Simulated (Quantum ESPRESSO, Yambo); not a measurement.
# OsBrCl (1T monolayer (Janus)): G0W0 with Yambo, start to end, part 2 of 3

Wanted: ground state, empty states, screening and self-energy for OsBrCl (1T monolayer (Janus)).

Quantum ESPRESSO 7.5 and Yambo 5.3.0; PBE and many-body steps on it, plane waves. Known limits of the many-body steps: not at the basis limit; no spin polarisation; d states lean on the start; no spin-orbit coupling.

So far. Step 2 (Ground state): The gap is direct, at (0.000, 0.222, 0.000). Step 3 (Bands along the symmetry lines): The gap is 1.263 eV, +0.004 eV from the run before at this level.

### 4. Empty states on the mesh, 6×6×1 mesh, 119 bands

Level of this step: DFT, PBE, plane waves, norm-conserving pseudopotentials (Quantum ESPRESSO).

The sums over transitions need many empty states on a uniform mesh; this step solves for them.

File pw.in:

```
&control
  calculation = 'nscf'
  prefix = 'x'
  outdir = 'o'
  pseudo_dir = 'pseudo'
/
&system
  ibrav = 0
  nat = 3
  ntyp = 3
  ecutwfc = 76.0
  nbnd = 119
  force_symmorphic = .true.
/
&electrons
  conv_thr = 1e-9
  electron_maxstep = 80
  diago_full_acc = .true.
  diago_thr_init = 5e-6
/
ATOMIC_SPECIES
  Os 190.23 Os.upf
  Cl 35.45 Cl.upf
  Br 79.904 Br.upf
CELL_PARAMETERS angstrom
  3.7482844568 -0.0000000002 0.0000000000
  -1.8741422282 3.2461095603 0.0000000000
  0.0000000000 0.0000000000 15.0000000000
ATOMIC_POSITIONS crystal
  Os 0.0000000000 0.0000000000 0.5012446120
  Cl 0.3333333333 0.6666666667 0.5801311810
  Br 0.6666666667 0.3333333333 0.4186242070
K_POINTS automatic
  6 6 1 0 0 0
```

The run is started by

```
OMP_NUM_THREADS=1 mpirun -n 4 pw.x -nk 4 -in pw.in > pw.out
```

Output:

```text
[banner, memory and clock lines left out]
Program PWSCF v.7.5 starts

     Atomic positions and unit cell read from directory:
     o/x.save/

     Message from routine setup:
     using ibrav=0 with symmetry is DISCOURAGED, use correct ibrav instead

     G-vector sticks info

     bravais-lattice index     =            0
     lattice parameter (alat)  =       7.0832  a.u.
     unit-cell volume          =    1231.6394 (a.u.)^3
     number of atoms/cell      =            3
     number of atomic types    =            3
     number of electrons       =        40.00
     number of Kohn-Sham states=          119
     kinetic-energy cutoff     =      76.0000  Ry
     charge density cutoff     =     304.0000  Ry
     Exchange-correlation= PBE
                           (   1   4   3   4   0   0   0)

     celldm(1)=   7.083231  celldm(2)=   0.000000  celldm(3)=   0.000000
     celldm(4)=   0.000000  celldm(5)=   0.000000  celldm(6)=   0.000000

     crystal axes: (cart. coord. in units of alat)
               a(1) = (   1.000000  -0.000000   0.000000 )
               a(2) = (  -0.500000   0.866025   0.000000 )
               a(3) = (   0.000000   0.000000   4.001831 )

     reciprocal axes: (cart. coord. in units 2 pi/alat)
               b(1) = (  1.000000  0.577350 -0.000000 )
               b(2) = (  0.000000  1.154701 -0.000000 )
               b(3) = ( -0.000000 -0.000000  0.249886 )
     Pseudo is Norm-conserving + core correction, Zval = 16.0
     Generated using ONCVPSP code by D. R. Hamann
     Using radial grid of 1344 points,  8 beta functions with:
     Pseudo is Norm-conserving + core correction, Zval =  7.0
     Generated using ONCVPSP code by D. R. Hamann
     Using radial grid of 1028 points,  6 beta functions with:
     Pseudo is Norm-conserving + core correction, Zval = 17.0
     Generated using ONCVPSP code by D. R. Hamann
     Using radial grid of 1098 points,  6 beta functions with:
     Os               16.00   190.23000     Os( 1.00)
     Cl                7.00    35.45000     Cl( 1.00)
     Br               17.00    79.90400     Br( 1.00)

      6 Sym. Ops. (no inversion) found

   Cartesian axes

     site n.     atom                  positions (alat units)
         1        Os     tau(   1) = (   0.0000000   0.0000000   2.0058961  )
         2        Cl     tau(   2) = (  -0.0000000   0.5773503   2.3215868  )
         3        Br     tau(   3) = (   0.5000000   0.2886751   1.6752632  )

     number of k points=     7
                       cart. coord. in units 2pi/alat
        k(    1) = (   0.0000000   0.0000000   0.0000000), wk =   0.0555556
        k(    2) = (   0.0000000   0.1924501   0.0000000), wk =   0.3333333
        k(    3) = (   0.0000000   0.3849002   0.0000000), wk =   0.3333333
        k(    4) = (  -0.0000000  -0.5773503   0.0000000), wk =   0.1666667
        k(    5) = (   0.1666667   0.2886751   0.0000000), wk =   0.3333333
        k(    6) = (   0.1666667   0.4811252   0.0000000), wk =   0.6666667
        k(    7) = (   0.3333333   0.5773503   0.0000000), wk =   0.1111111

     Dense  grid:   110305 G-vectors     FFT dimensions: (  40,  40, 160)

     The potential is recalculated from file :
     o/x.save/charge-density

     Starting wfcs are   23 randomized atomic wfcs +   96 random wfcs

     Band Structure Calculation

     End of band structure calculation

          k = 0.0000 0.0000 0.0000 ( 13699 PWs)   bands (ev):

   -84.4232 -61.8688 -61.8688 -61.7909 -61.7909 -61.7611 -43.9036 -43.9036
   -43.7413 -16.7767 -15.4987  -5.7353  -5.4338  -5.4338  -2.7646  -2.6915
    -2.6915  -0.4148  -0.4148   0.6502   3.2166   3.2166   3.8758   5.0597
[...]
[... 3 further rows ...]
[...]
37.5556  37.5556  37.7192  38.5344  38.5344  40.1100  40.6292

          k = 0.0000 0.1925 0.0000 ( 13767 PWs)   bands (ev):

[...]
[... 3 further rows ...]
[...]
38.1121  38.4854  38.6590  39.0075  39.5589  40.0139  40.3068

          k = 0.0000 0.3849 0.0000 ( 13795 PWs)   bands (ev):

[...]
26.3272  26.3649  26.8012  27.0002  27.6300  27.7289  27.9603  28.3503
     [... 3 further rows ...]
    35.0804  35.3434  35.4282  35.4966  35.8349  36.2044  36.3098  36.7628
    36.8430  37.2027  37.3761  37.4657  37.6448  37.9145  38.4428

          k =-0.0000-0.5774 0.0000 ( 13816 PWs)   bands (ev):

     [... further k-points ...]

     highest occupied, lowest unoccupied level (ev):     0.9322    2.3993

     XML data file, pseudopotentials, collected wavefunctions
```

The job ended after 33 s (4 MPI ranks of Arm Neoverse V1, shared host; peak memory 0.89 GiB).

Numbers from this step:

| Item | Value |
| --- | --- |
| gap | 1.467 eV |
| k of the valence top | 0, 0.1667, 0 |
| k of the conduction bottom | 0, 0.1667, 0 |
| least direct gap | 1.467 eV |
| k points computed | 7 |
| lowest point of the top converged band, above the valence top | 37.16 eV |

On this mesh the gap is 1.467 eV. The earlier step found 1.260 eV, so this mesh misses an edge.

### 5. Conversion and set-up

This step: Yambo 5.3.0; conversion and set-up on PBE, plane waves, norm-conserving pseudopotentials.

The states are converted to the many-body program's format and the q mesh is built.

The run is started by

```
(cd o/x.save; p2y > p2y.log; mv SAVE ../..); yambo > setup.log
```

Output:

```text
 Yambo, version 5.3.0

 [02] CORE Variables Setup
 =========================

  [02.01] Unit cells
  ==================

  Cell kind             :  HCP
  Atoms in the cell     :  Os  Cl  Br
  number of Os atoms    :  1
  number of Cl atoms    :  1
  number of Br atoms    :  1

  List of atomic masses
  Mass of Os    :  190.2300
  Mass of Cl    :  35.45000
  Mass of Br    :  79.90400

  List of atomic coordinates    : [cc]
  Os1       :   0.00000   0.00000  14.20823  order 1
  Cl1       : -0.10220E-09   4.0895       16.444      order 2
  Br1       :   3.54162   2.04475  11.86628  order 3

  Alat factors          :   7.08323   6.13426  28.34589 [a.u.]
  Direct lattice volume :   1231.64    [a.u.]
  Direct lattice vectors:  A[ 1 ]  A[ 2 ]  A[ 3 ]
   A[ 1 ]:   1.0000     -0.61612E-10   0.0000      [iru]
    7.0832     -0.37795E-09   0.0000      [cc]
   A[ 2 ]: -0.500000  1.000000  0.000000  [iru]
  -3.541616  6.134258  0.000000  [cc]
   A[ 3 ]:  0.000000  0.000000  1.000000  [iru]
    0.00000   0.00000  28.34589  [cc]

  Recip. lattice volume :  0.201398 [a.u.]
  Recip. lattice vectors:  B[ 1 ]  B[ 2 ]  B[ 3 ]
   B[ 1 ]:  1.000000  0.500000  0.000000  [iku]
   0.887051  0.512139 -0.000000  [cc]
   B[ 2 ]:  0.61612E-10   1.0000       0.0000      [iku]
   0.54653E-10   1.0243      -0.0000      [cc]
   B[ 3 ]:  0.000000  0.000000  1.000000  [iku]
  -0.000000 -0.000000  0.221661  [cc]

  [02.02] Symmetries
  ==================

  Inversion symmetry    : yes
  Spatial inversion     : no
  Inversion index       :   7
  K-space Time-reversal : yes
  Magnetic symmetries   : no
  Time-reversal derived K-space symmetries:   7  12
  Group table correct   : yes
  Symmetries units      :  [cc]

   [S  1]:   1.0000     -0.15934E-25   0.0000     -0.76917E-16   1.0000       0.0000       0.0000       0.0000       1.0000
   [S  2]: -0.500000  0.866025  0.000000 -0.866025 -0.500000  0.000000  0.000000  0.000000  1.000000
   [S  3]: -0.500000 -0.866025  0.000000  0.866025 -0.500000  0.000000  0.000000  0.000000  1.000000
   [S  4]:  -1.0000      0.10672E-09   0.0000      0.12322E-09   1.0000       0.0000       0.0000       0.0000       1.0000
   [S  5]:  0.500000  0.866025  0.000000  0.866025 -0.500000  0.000000  0.000000  0.000000  1.000000
   [S  6]:  0.500000 -0.866025  0.000000 -0.866025 -0.500000  0.000000  0.000000  0.000000  1.000000
   [S* 7]:  -1.0000      0.15934E-25  -0.0000      0.76917E-16  -1.0000      -0.0000      -0.0000      -0.0000      -1.0000
   [S* 8]:  0.500000 -0.866025 -0.000000  0.866025  0.500000 -0.000000 -0.000000 -0.000000 -1.000000
   [S* 9]:  0.500000  0.866025 -0.000000 -0.866025  0.500000 -0.000000 -0.000000 -0.000000 -1.000000
   [S*10]:   1.0000     -0.10672E-09  -0.0000     -0.12322E-09  -1.0000      -0.0000      -0.0000      -0.0000      -1.0000
   [S*11]: -0.500000 -0.866025 -0.000000 -0.866025  0.500000 -0.000000 -0.000000 -0.000000 -1.000000
[...]
K/Q-points units:
  rlu = crystal or reduced units; cc = cartesian coordinates; iku = interal k-units

  K [1]          [rlu]:  0.000000  0.000000  0.000000
         WF components:  13699
  K [2]          [rlu]:  0.10186E-26  0.16667       0.0000
         WF components:  13767
  K [3]          [rlu]:  0.53763E-26  0.33333       0.0000
         WF components:  13795
  K [4]          [rlu]: -0.12965E-25 -0.50000       0.0000
         WF components:  13816
  K [5]          [rlu]:  0.166667  0.166667  0.000000
         WF components:  13774
  K [6]          [rlu]:  0.166667  0.333333  0.000000
         WF components:  13769
  K [7]          [rlu]:  0.333333  0.333333  0.000000
         WF components:  13764

  [02.05] Energies & Occupations
  ==============================

  [X] === General ===
  [X] Electronic Temperature                        :  0.000000  0.000000 [eV K]
  [X] Bosonic    Temperature                        :  0.000000  0.000000 [eV K]
  [X] Finite Temperature mode                       : no
  [X] El. density                                   :  0.21917E+24 [cm-3]
  [X] Fermi Level                                   :  0.932187 [eV]

  [X] === Gaps and Widths ===
  [X] Conduction Band Min                           :  1.467119 [eV]
  [X] Valence Band Max                              :  0.000000 [eV]
  [X] Filled Bands                                  :  20
  [X] Empty Bands                                   :   21  119
  [X] Direct Gap                                    :  1.467119 [eV]
  [X] Direct Gap localized at k                     :  2
  [X] Indirect Gap                                  :  1.467119 [eV]
  [X] Indirect Gap between kpts                     :  2  2
  [X] Last valence band width                       :  0.501304 [eV]
  [X] 1st conduction band width                     :  0.817342 [eV]

  E @ K [1]:  [eV]
  -85.35537 -62.80094 -62.80094 -62.72307 -62.72307 -62.69329 -44.83583 -44.83583
[...]
occ @ K [1]
[...]
E @ K [2]:  [eV]
[...]
occ @ K [2]
[...]
E @ K [3]:  [eV]
[...]
occ @ K [3]
[...]
E @ K [4]:  [eV]
[...]
occ @ K [4]
[...]
E @ K [5]:  [eV]
[...]
occ @ K [5]
[...]
E @ K [6]:  [eV]
[...]
occ @ K [6]
[...]
E @ K [7]:  [eV]
[...]
occ @ K [7]
[...]
0.000000  0.000000  0.000000  0.000000  0.000000  0.000000  0.000000  0.000000
   0.000000  0.000000  0.000000  0.000000  0.000000  0.000000  0.000000  0.000000

 [03] Transferred momenta grid and indexing
 ==========================================

 IBZ Q-points                                      :   7
 BZ  Q-points                                      :   36

 K/Q-points units:
 rlu = crystal or reduced units; cc = cartesian coordinates; iku = interal k-units

 Q [1]          [rlu]:  0.000000  0.000000  0.000000
 Q [2]          [rlu]: -0.14803E-16  0.16667       0.0000
 Q [3]          [rlu]: -0.29605E-16  0.33333       0.0000
 Q [4]          [rlu]:  0.44408E-16 -0.50000       0.0000
 Q [5]          [rlu]:  0.166667  0.166667  0.000000
 Q [6]          [rlu]:  0.166667  0.333333  0.000000
 Q [7]          [rlu]:  0.333333  0.333333  0.000000

  [03.01] X indexes
  =================

   [03.01.01] Sigma indexes
   ========================

 [06] Game Over & Game summary
```

It took 3.6 s on 1 MPI rank; peak memory 0.25 GiB.

(Continued in part 3 of 3.)

[Paths, hosts, dates, memory and timing lines, banners, echoed tables and standing remarks are left out of the program output.]

[Logs are printed without paths, hosts, clocks, repeated set-up lines and the standing remarks that a program may print on its own settings, such as how far it seeks lower states.]

[Runs of the session that timed out or met a known fault of the program may be left out.]

[Hosts, paths, dates, database ids (printed as entryN), source tags and the programs' standing remarks are cut or masked in the printed files.]
